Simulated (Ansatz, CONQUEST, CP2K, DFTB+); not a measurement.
**DFTB+ runs on glassy 47P2O5-53CaO (mol %) (83 atoms)**

Aim: run glassy 47P2O5-53CaO (mol %) (83 atoms) in DFTB+ and see how near its forces come to a plane-wave reference, and at what cost.

Program: DFTB+ 25.1. Level of theory: the method is named at each step. Results are calculated unless marked as measured.

### Step 1. The structure

The cell holds 83 atoms: 18 P, 10 Ca and 55 O. Its edges and angles: a = 10.750 Å, b = 10.750 Å, c = 10.750 Å, α = 90.0°, β = 90.0°, γ = 90.0°. 83 atoms (18 P, 10 Ca, 55 O) placed at random at 2.65 g/cm³, melted at 4000 K for 10 ps at fixed volume with the Morse and Coulomb pair potential with partial charges (Pedone, Malavasi, Menziani, Cormack and Segre, J. Phys. Chem. B 110, 11780 (2006)). Quenched from 4000 K to 300 K at 500 K/ps and fixed volume, held 10 ps at zero pressure. Then every atom was moved at random, 0.03 Å r.m.s. a Cartesian component.

Coordinates:

```cif
data_structure
_symmetry_space_group_name_H-M 'P 1'
_symmetry_Int_Tables_number 1
_cell_length_a 10.7497
_cell_length_b 10.7497
_cell_length_c 10.7497
_cell_angle_alpha 90.000
_cell_angle_beta 90.000
_cell_angle_gamma 90.000
_cell_volume 1242.18
loop_
_atom_site_label
_atom_site_type_symbol
_atom_site_fract_x
_atom_site_fract_y
_atom_site_fract_z
_atom_site_occupancy
P1 P 0.93608 0.55887 0.40633 1
P2 P 0.48779 0.42855 0.41979 1
P3 P 0.59349 0.23107 0.81177 1
P4 P 0.87166 0.85673 0.67923 1
P5 P 0.17687 0.27837 0.28657 1
P6 P 0.14550 0.71946 0.33483 1
P7 P 0.59066 0.07703 0.28844 1
P8 P 0.91250 0.19951 0.20528 1
P9 P 0.05213 0.57021 0.93859 1
P10 P 0.44803 0.64231 0.76643 1
P11 P 0.11916 0.14094 0.85781 1
P12 P 0.72931 0.62453 0.76309 1
P13 P 0.23918 0.36753 0.02027 1
P14 P 0.30852 0.02594 0.32362 1
P15 P 0.85172 0.58344 0.13546 1
P16 P 0.43014 0.70504 0.37497 1
P17 P 0.51037 0.96120 0.89070 1
P18 P 0.38234 0.37941 0.67812 1
Ca19 Ca 0.58245 0.71495 0.06806 1
Ca20 Ca 0.85741 0.88065 0.34374 1
Ca21 Ca 0.76335 0.27779 0.50189 1
Ca22 Ca 0.58048 0.36319 0.11209 1
Ca23 Ca 0.21768 0.90107 0.65665 1
Ca24 Ca 0.85690 0.33173 0.87106 1
Ca25 Ca 0.04352 0.38580 0.64856 1
Ca26 Ca 0.57052 0.95144 0.56207 1
Ca27 Ca 0.82781 0.92703 0.04101 1
Ca28 Ca 0.20565 0.85106 0.04006 1
O29 O 0.44667 0.57696 0.42467 1
O30 O 0.79156 0.91138 0.57029 1
O31 O 0.81724 0.25335 0.29199 1
O32 O 0.24871 0.35407 0.69819 1
O33 O 0.61140 0.12577 0.42454 1
O34 O 0.66591 0.94472 0.27010 1
O35 O 0.69222 0.21615 0.70984 1
O36 O 0.61311 0.16091 0.17333 1
O37 O 0.75390 0.49297 0.73668 1
O38 O 0.62234 0.42005 0.43506 1
O39 O 0.95329 0.55265 0.04126 1
O40 O 0.29607 0.98421 0.45615 1
O41 O 0.84726 0.72509 0.14940 1
O42 O 0.93052 0.44234 0.47165 1
O43 O 0.09097 0.03653 0.94737 1
O44 O 0.38752 0.95466 0.95142 1
O45 O 0.41467 0.49996 0.73599 1
O46 O 0.04430 0.22857 0.25994 1
O47 O 0.42160 0.37942 0.54155 1
O48 O 0.84063 0.66153 0.44883 1
O49 O 0.06647 0.61966 0.40695 1
O50 O 0.43930 0.36244 0.31093 1
O51 O 0.50724 0.79794 0.43967 1
O52 O 0.43834 0.66527 0.91065 1
O53 O 0.61222 0.91044 0.96654 1
O54 O 0.01591 0.85432 0.64935 1
O55 O 0.90124 0.05571 0.19756 1
O56 O 0.54357 0.09981 0.87223 1
O57 O 0.58599 0.65134 0.72473 1
O58 O 0.81842 0.72561 0.70046 1
O59 O 0.90998 0.53934 0.25986 1
O60 O 0.64626 0.30860 0.91328 1
O61 O 0.51383 0.91591 0.75765 1
O62 O 0.25652 0.93720 0.22473 1
O63 O 0.10232 0.69712 0.92478 1
O64 O 0.16229 0.47923 0.98057 1
O65 O 0.01307 0.21830 0.80634 1
O66 O 0.44349 0.04477 0.29172 1
O67 O 0.15614 0.68116 0.20353 1
O68 O 0.45795 0.69617 0.24252 1
O69 O 0.00563 0.51193 0.82494 1
O70 O 0.73135 0.65039 0.89793 1
O71 O 0.17802 0.36506 0.38777 1
O72 O 0.18520 0.25695 0.93974 1
O73 O 0.72974 0.52286 0.12274 1
O74 O 0.06593 0.83661 0.35634 1
O75 O 0.28334 0.72087 0.39400 1
O76 O 0.37482 0.38262 0.00470 1
O77 O 0.20616 0.33306 0.16013 1
O78 O 0.47576 0.28927 0.74839 1
O79 O 0.35313 0.72136 0.69303 1
O80 O 0.25361 0.15821 0.30093 1
O81 O 0.84513 0.92446 0.80391 1
O82 O 0.92197 0.27251 0.07994 1
O83 O 0.21680 0.09197 0.77222 1
```

The yardstick, on the same geometry:

| Item | Value |
| --- | --- |
| method | Kohn-Sham DFT, PBE, PAW, plane waves (Ansatz 0.2.0); cutoff 420 eV, Γ point, fermi-dirac smearing of 0.05 eV; PAW set soft_2 |
| r.m.s. force component | 1.722 eV/Å |
| longest force | 9.324 eV/Å |
| pressure | 1.857 GPa |
| gap (highest filled to lowest empty level) | 2.186 eV |
| SCF cycles | 9 |
| time | 27 s on 4 threads of Intel Xeon Platinum 8259CL at 2.50GHz (Skylake/Cascade Lake), shared host |
| CPU time | 80 s |

### Step 2. IPEA1-xTB

Method: IPEA1-xTB tight binding, diagonalisation.

dftb_in.hsd

```
Geometry = GenFormat {
  <<< geo.gen
}
Driver = {}
Hamiltonian = xTB {
  Method = "IPEA1-xTB"
  SccTolerance = 1e-06
  MaxSccIterations = 300
  Mixer = Broyden { MixingParameter = 0.2 }
  Filling = Fermi { Temperature [K] = 580 }
  KPointsAndWeights = { 0.0 0.0 0.0 1.0 }
}
Analysis {
  PrintForces = Yes
  MullikenAnalysis = Yes
}
ParserOptions { ParserVersion = 14 }
```

geo.gen

```
83 F
P Ca O
1 1 0.93608 0.55887 0.40633
2 1 0.48779 0.42855 0.41979
3 1 0.59349 0.23107 0.81177
4 1 0.87166 0.85673 0.67923
5 1 0.17687 0.27837 0.28657
6 1 0.14550 0.71946 0.33483
7 1 0.59066 0.07703 0.28844
8 1 0.91250 0.19951 0.20528
9 1 0.05213 0.57021 0.93859
10 1 0.44803 0.64231 0.76643
11 1 0.11916 0.14094 0.85781
12 1 0.72931 0.62453 0.76309
13 1 0.23918 0.36753 0.02027
14 1 0.30852 0.02594 0.32362
15 1 0.85172 0.58344 0.13546
16 1 0.43014 0.70504 0.37497
17 1 0.51037 0.96120 0.89070
18 1 0.38234 0.37941 0.67812
19 2 0.58245 0.71495 0.06806
20 2 0.85741 0.88065 0.34374
21 2 0.76335 0.27779 0.50189
22 2 0.58048 0.36319 0.11209
23 2 0.21768 0.90107 0.65665
24 2 0.85690 0.33173 0.87106
25 2 0.04352 0.38580 0.64856
26 2 0.57052 0.95144 0.56207
27 2 0.82781 0.92703 0.04101
28 2 0.20565 0.85106 0.04006
29 3 0.44667 0.57696 0.42467
30 3 0.79156 0.91138 0.57029
31 3 0.81724 0.25335 0.29199
32 3 0.24871 0.35407 0.69819
33 3 0.61140 0.12577 0.42454
34 3 0.66591 0.94472 0.27010
35 3 0.69222 0.21615 0.70984
36 3 0.61311 0.16091 0.17333
37 3 0.75390 0.49297 0.73668
38 3 0.62234 0.42005 0.43506
39 3 0.95329 0.55265 0.04126
40 3 0.29607 0.98421 0.45615
41 3 0.84726 0.72509 0.14940
42 3 0.93052 0.44234 0.47165
43 3 0.09097 0.03653 0.94737
44 3 0.38752 0.95466 0.95142
45 3 0.41467 0.49996 0.73599
46 3 0.04430 0.22857 0.25994
47 3 0.42160 0.37942 0.54155
48 3 0.84063 0.66153 0.44883
49 3 0.06647 0.61966 0.40695
50 3 0.43930 0.36244 0.31093
51 3 0.50724 0.79794 0.43967
52 3 0.43834 0.66527 0.91065
53 3 0.61222 0.91044 0.96654
54 3 0.01591 0.85432 0.64935
55 3 0.90124 0.05571 0.19756
56 3 0.54357 0.09981 0.87223
[... 27 atom lines left out ...]
0.0 0.0 0.0
10.74966 0.00000 0.00000
0.00000 10.74966 0.00000
0.00000 0.00000 10.74966
```

On the command line:

```sh
> OMP_NUM_THREADS=1 dftb+ > output.txt
```

Log:

```text
Reading input file 'dftb_in.hsd'
Parser version: 14
--------------------------------------------------------------------------------
Processed input in HSD format written to 'dftb_pin.hsd'
Starting initialization...
--------------------------------------------------------------------------------
WARNING!
-> Dipole printed for extended system : value printed is not well defined
Mode:                        Static calculation
Self consistent charges:     Yes
SCC-tolerance:                 0.100000E-05
Max. scc iterations:                    300
Shell resolved Hubbard:      Yes
Spin polarisation:           No
Nr. of up electrons:           220.000000
Nr. of down electrons:         220.000000
Periodic boundaries:         Yes
Electronic solver:           Relatively robust
Mixer:                       Broyden mixer
Mixing parameter:                  0.200000
Nr. of chrg. vec. in memory:            300
Max. SCC-cycles:                        300
tblite library version:      0.3.0
-> parametrization:          IPEA1-xTB
-> repulsion:                Yes
-> dispersion:               Yes
-> halogen bonding:          Yes
-> electrostatics:           Yes
   -> isotropic:             Yes
   -> anisotropic:           No
   -> third-order:           Yes
Electronic temperature:              0.183675E-02 H      0.499806E-01 eV
Initial charges:             Set automatically (system chrg:   0.000E+00)
Included shells:             P:  s, p, d
                            Ca:  s, p, d
                             O:  s, p, s2
K-points and weights:           1:  0.000000  0.000000  0.000000     1.000000
K-points in absolute space:     1:  0.000000  0.000000  0.000000
Extra options:
                             Mulliken analysis
                             Force calculation
Force type                   original
--------------------------------------------------------------------------------
***  Geometry step: 0
 iSCC Total electronic   Diff electronic      SCC error
    1   -0.30674084E+03    0.00000000E+00    0.19056860E+01
    2   -0.31892958E+03   -0.30674084E+03    0.15758899E+01
    3   -0.31947586E+03   -0.12188735E+02    0.91320511E+00
    4   -0.31886130E+03   -0.54627696E+00    0.50592609E+00
    5   -0.31950876E+03    0.61455868E+00    0.19753121E+00
    6   -0.31968622E+03   -0.64746599E+00    0.48859379E-01
    7   -0.31969197E+03   -0.17745643E+00    0.35415218E-01
    8   -0.31969306E+03   -0.57546198E-02    0.16055940E-01
    9   -0.31969363E+03   -0.10862567E-02    0.74967124E-02
   10   -0.31969380E+03   -0.56545008E-03    0.28525060E-02
   11   -0.31969381E+03   -0.17003012E-03    0.83309778E-03
   12   -0.31969381E+03   -0.13756862E-04    0.42706755E-03
   13   -0.31969381E+03   -0.47352686E-05    0.19594231E-03
   14   -0.31969381E+03   -0.29335223E-06    0.13198116E-03
   15   -0.31969381E+03   -0.59103513E-08    0.63648769E-04
   16   -0.31969381E+03   -0.37781604E-07    0.36831078E-04
   17   -0.31969381E+03   -0.61560286E-08    0.13831422E-04
   18   -0.31969381E+03   -0.59060312E-09    0.42769998E-05
   19   -0.31969381E+03   -0.23914026E-09    0.23377627E-05
>> Charges saved for restart in charges.bin
   20   -0.31969381E+03   -0.63664629E-10    0.16454400E-05
>> Charges saved for restart in charges.bin
   21   -0.31969381E+03   -0.73896445E-12    0.70169104E-06
Total Energy:                     -318.2257220222 H        -8659.3625 eV
Extrapolated to 0K:               -318.2257220222 H        -8659.3625 eV
Total Mermin free energy:         -318.2257220222 H        -8659.3625 eV
Force related energy:             -318.2257220222 H        -8659.3625 eV
Volume:                              0.838264E+04 au^3   0.124218E+04 A^3
Pressure:                           -0.732117E-04 au    -0.215396E+10 Pa
```

detailed.out:

```text
Fermi distribution function
Calculation with static geometry
********************************************************************************
 iSCC Total electronic   Diff electronic      SCC error
   21   -0.31969381E+03   -0.73896445E-12    0.70169104E-06
********************************************************************************
 Total charge:     0.00000000
 Atomic gross charges (e)
 Atom           Charge
    1       0.35839476
    2       0.37047030
    3       0.37109310
    4       0.30815848
    5       0.40285648
    6       0.38919800
    7       0.41233061
    8       0.40099436
    9       0.44868996
   10       0.45810862
   11       0.42148168
   12       0.50302210
[...]
79      -0.25170719
   80      -0.16863104
   81      -0.28996360
   82      -0.32466769
   83      -0.27583933
Fermi level:                        -0.2922800849 H           -7.9533 eV
Band energy:                      -251.5794185565 H        -6845.8243 eV
TS:                                  0.0000000000 H            0.0000 eV
Band free energy (E-TS):          -251.5794185565 H        -6845.8243 eV
Extrapolated E(0K):               -251.5794185565 H        -6845.8243 eV
Input / Output electrons (q):    440.0000000000    440.0000000000
Energy H0:                        -320.5694361610 H        -8723.1382 eV
Energy SCC:                          0.8756222206 H           23.8269 eV
Total Electronic energy:          -319.6938139403 H        -8699.3113 eV
Repulsive energy:                    1.7612319032 H           47.9256 eV
Halogen correction energy:           0.0000000000 H            0.0000 eV
Total energy:                     -318.2257220222 H        -8659.3625 eV
Extrapolated to 0:                -318.2257220222 H        -8659.3625 eV
Total Mermin free energy:         -318.2257220222 H        -8659.3625 eV
Force related energy:             -318.2257220222 H        -8659.3625 eV
Non-constrained calculation
SCC converged
Total Forces
    1     -0.084282173407      0.100319159402     -0.036369186020
    2      0.003134912128      0.047026604428     -0.011454749892
    3      0.027474624921     -0.067090205069     -0.012511443133
    4      0.022038163106      0.091266330955      0.007886413376
    5     -0.063185656303     -0.028864430749      0.004599378359
    6     -0.025494166049      0.040463596855      0.000151394953
    7      0.040732394615     -0.027796326294     -0.011250106689
    8     -0.021578178164      0.000593435065     -0.048216820003
    9      0.029532875465      0.018062303368      0.003227726163
   10     -0.040900811005      0.045703915993      0.048604627271
   11      0.003161979594     -0.005012246212      0.027490058656
[...]
79      0.035212843193     -0.006554024613      0.016598786605
   80      0.003380982524      0.019508570040      0.000755792116
   81      0.010445320661     -0.006112666153      0.023782553623
   82     -0.025706427701     -0.004158401470     -0.012764002908
   83      0.015494616967     -0.001219096583     -0.039238610037
Total stress tensor
     -0.000139656989      0.000019775297      0.000078336202
      0.000019775297     -0.000008062018      0.000024935961
      0.000078336202      0.000024935961     -0.000071915956
Total lattice derivs
      0.057630156796     -0.008160375564     -0.032325826508
     -0.008160375564      0.003326832155     -0.010289949307
     -0.032325826508     -0.010289949307      0.029676480134
Maximal derivative component:        0.121117E+00 au
Volume:                              0.838264E+04 au^3
Pressure:                           -0.732117E-04 au    -0.215396E+10 Pa
Warning: dipole moment is not defined absolutely!
Dipole moment:   14.23207481    0.99480042  -19.05867123 au
Dipole moment:   36.17432881    2.52853066  -48.44231423 Debye
```

Run time: 43 s. Hardware: 1 thread of Intel Xeon Platinum 8259CL at 2.50GHz (Skylake/Cascade Lake), shared host; peak memory 0.81 GiB.

Banners, paths, timers and routine set-up lines are dropped from the logs unmarked, and long logs keep their key lines alone; longer cuts are marked.

Numbers from this run, and their distance from the reference:

- r.m.s. force component: 1.683 eV/Å
- r.m.s. difference of force components: 766.5 meV/Å
- longest difference of force vectors: 3799 meV/Å
- force difference over r.m.s. force: 44.51 %
- slope of forces against the reference's: 0.8783
- correlation of force components: 0.8989
- gap (highest filled to lowest empty level): 2.703 eV
- gap difference: 0.5169 eV
- pressure: -2.154 GPa
- pressure difference: -4.011 GPa

Length of the force difference by element (eV/Å):

| element | atoms | mean | most |
| --- | --- | --- | --- |
| Ca | 10 | 2.0 | 3.8 |
| O | 55 | 0.87 | 2.2 |
| P | 18 | 1.6 | 2.7 |

Levels nearest the highest filled one (eV from it): -0.60, -0.58, -0.49, -0.40, -0.33, -0.31, -0.23, -0.20, -0.18, -0.07, -0.03, 0.00, 2.70, 3.46, 3.80, 4.13, 4.39, 4.62, 4.83, 4.92, 5.02, 5.17, 5.41, 5.62.

Local excerpt of 9 atoms (numbers count through the whole input) about Ca20, one of the 10 Ca atoms; x, y, z are measured from there.

| atom | x | y | z | distance (Å) | bonds | Mulliken charge (e) | Fx | Fy | Fz (eV/Å) |
| --- | --- | --- | --- | --- | --- | --- | --- | --- | --- |
| Ca20 | 0.00 | 0.00 | 0.00 | 0.00 | 6 | 0.65 | 0.63 | -0.99 | -0.60 |
| O74 | 2.24 | -0.47 | 0.14 | 2.29 | 2 | -0.31 | 0.79 | -0.30 | 0.31 |
| O34 | -2.06 | 0.69 | -0.79 | 2.31 | 2 | -0.28 | -1.25 | 2.09 | -0.13 |
| O55 | 0.47 | 1.88 | -1.57 | 2.50 | 3 | -0.28 | 0.42 | -0.06 | -0.12 |
| O30 | -0.71 | 0.33 | 2.44 | 2.56 | 3 | -0.31 | 0.30 | 0.24 | -1.17 |
| O48 | -0.18 | -2.36 | 1.13 | 2.62 | 2 | -0.34 | 2.18 | -1.02 | -0.07 |
| O41 | -0.11 | -1.67 | -2.09 | 2.68 | 3 | -0.30 | -0.73 | 2.31 | -0.29 |
| Ca27 | -0.32 | 0.50 | -3.25 | 3.31 | 4 | 0.65 | 0.77 | -0.46 | 0.15 |
| P6 | 3.10 | -1.73 | -0.10 | 3.55 | 4 | 0.39 | -1.31 | 2.08 | 0.01 |

Forces lie 45 % from the reference's, at 0.54 times its CPU time (on 1 against 4 cores).

### Step 3. DFTB 3ob-3-1

Method: third-order SCC-DFTB tight binding, 3ob-3-1 parameters, diagonalisation.

The folder slako/ holds the set 3ob-3-1.

Changes to dftb_in.hsd since step 2:

```diff
@@ -4,4 +4,21 @@
 Driver = {}
-Hamiltonian = xTB {
-  Method = "IPEA1-xTB"
+Hamiltonian = DFTB {
+  Scc = Yes
+  SlaterKosterFiles = Type2FileNames {
+    Prefix = "slako/"
+    Separator = "-"
+    Suffix = ".skf"
+  }
+  MaxAngularMomentum {
+    P = "d"
+    Ca = "p"
+    O = "p"
+  }
+  ThirdOrderFull = Yes
+  HCorrection = Damping { Exponent = 4.0 }
+  HubbardDerivs {
+    P = -0.14
+    Ca = -0.034
+    O = -0.1575
+  }
   SccTolerance = 1e-06
```

geo.gen is that of step 2.

On the command line:

```sh
> OMP_NUM_THREADS=1 dftb+ > output.txt
```

Log:

```text
Reading input file 'dftb_in.hsd'
Parser version: 14
--------------------------------------------------------------------------------
Reading SK-files:
./slako/P-P.skf
./slako/P-Ca.skf
[... lines left out ...]
WARNING!
[... lines left out ...]
 iSCC Total electronic   Diff electronic      SCC error
[... lines left out ...]
   15   -0.22749857E+03   -0.22168933E-11    0.37898616E-06
Total Energy:                     -222.0649701995 H        -6042.6953 eV
Extrapolated to 0K:               -222.0649701995 H        -6042.6953 eV
Total Mermin free energy:         -222.0649701995 H        -6042.6953 eV
Force related energy:             -222.0649701995 H        -6042.6953 eV
Volume:                              0.838264E+04 au^3   0.124218E+04 A^3
Pressure:                            0.905761E-04 au     0.266484E+10 Pa
```

detailed.out:

```text
Fermi distribution function
Calculation with static geometry
********************************************************************************
 iSCC Total electronic   Diff electronic      SCC error
[... lines left out ...]
Fermi level:                        -0.0585574341 H           -1.5934 eV
[... lines left out ...]
Band free energy (E-TS):          -183.4110367817 H        -4990.8682 eV
[... lines left out ...]
Total energy:                     -222.0649701995 H        -6042.6953 eV
[... lines left out ...]
Total Mermin free energy:         -222.0649701995 H        -6042.6953 eV
[... lines left out ...]
SCC converged
Total Forces
[... lines left out ...]
     -0.018672032289     -0.040954239212     -0.003640992303
      0.001514011962     -0.003640992837     -0.035142780829
Maximal derivative component:        0.139241E+00 au
Volume:                              0.838264E+04 au^3
Pressure:                            0.905761E-04 au     0.266484E+10 Pa
Warning: dipole moment is not defined absolutely!
Dipole moment:   21.51496986    5.74500647  -42.16674939 au
Dipole moment:   54.68560310   14.60235110 -107.17719505 Debye
```

Wall time 3.5 s (1 thread); peak memory 0.11 GiB.

Numbers from this run, and their distance from the reference:

```yaml
r_m_s_force_component: 1.727 eV/Å
r_m_s_difference_of_force_components: 381.4 meV/Å
longest_difference_of_force_vectors: 1630 meV/Å
force_difference_over_r_m_s_force: 22.15 %
slope_of_forces_against_the_reference_s: 0.9785
correlation_of_force_components: 0.9756
spacing_of_highest_filled_and_lowest_empty_level: 5.135 eV
gap_difference: 2.95 eV
pressure: 2.665 GPa
pressure_difference: 0.8075 GPa
```

Against the first run (45 %), the force difference from the reference is 22 %, at 0.081 times the CPU time.

### Step 4. Side by side

Differences are against the plane-wave reference, forces as r.m.s. over components; share is that over the reference's r.m.s. force, slope the least-squares factor from reference forces to these. Total energies of different programs have different zeros and aren't compared.

| run | Δ force, r.m.s. (meV/Å) | share (%) | slope | Δ pressure (GPa) | Δ gap (eV) | cores | CPU time | memory (GiB) |
| --- | --- | --- | --- | --- | --- | --- | --- | --- |
| reference | - | - | - | - | - | 4 | 80 s | 1.5 |
| DFTB+ IPEA1-xTB | 767 | 44.5 | 0.878 | -4.01 | 0.517 | 1 | 43 s | 0.81 |
| DFTB+ DFTB 3ob-3-1 | 381 | 22.1 | 0.979 | 0.807 | 2.95 | 1 | 3.5 s | 0.11 |

CPU time is summed over cores on a shared host, where runs went side by side, so it is rough. Symmetry, cutoffs, thresholds, outputs and thread counts weren't matched or tuned between programs; memory under MPI is the largest rank's times the ranks.

### Step 5. What came out

```yaml
nearest_in_forces: DFTB+ DFTB 3ob-3-1, 22 %
its_cpu_time: 3.5 s
```

In words: Tight binding differs by 22 % (DFTB+ DFTB 3ob-3-1) to 45 % (DFTB+ IPEA1-xTB); it is another model, with fitted parameters of its own, and the xTB methods hold dispersion. IPEA1-xTB was fitted to ionisation energies and electron affinities, not to forces or charges. One electronic-structure run takes under half the reference's CPU time: DFTB+ DFTB 3ob-3-1, at 22 % in 3.5 s against 80 s. Periodic xTB results under one method name differ between programs and library versions (DFTB+ here holds tblite 0.3). The quench rate of 500 K/ps is many orders above laboratory rates, so the cell is likely richer in defects and strain than a real sample. The network of bonds at the start is that of the classical potential that made the cell, and needn't be the one that DFT or experiment would give. The electronic-structure runs sample only Γ, in a cell whose shortest periodic width is 11 Å.

[Also dropped from logs without a mark: logging warnings of Python, and SIESTA's first energy breakdown and zero terms.]

[Logs are printed without paths, hosts, clocks, repeated set-up lines and the standing remarks that a program may print on its own settings, such as how far it seeks lower states.]

[Hosts, paths, dates, database ids (printed as entryN), source tags and the programs' standing remarks are cut or masked in the printed files.]
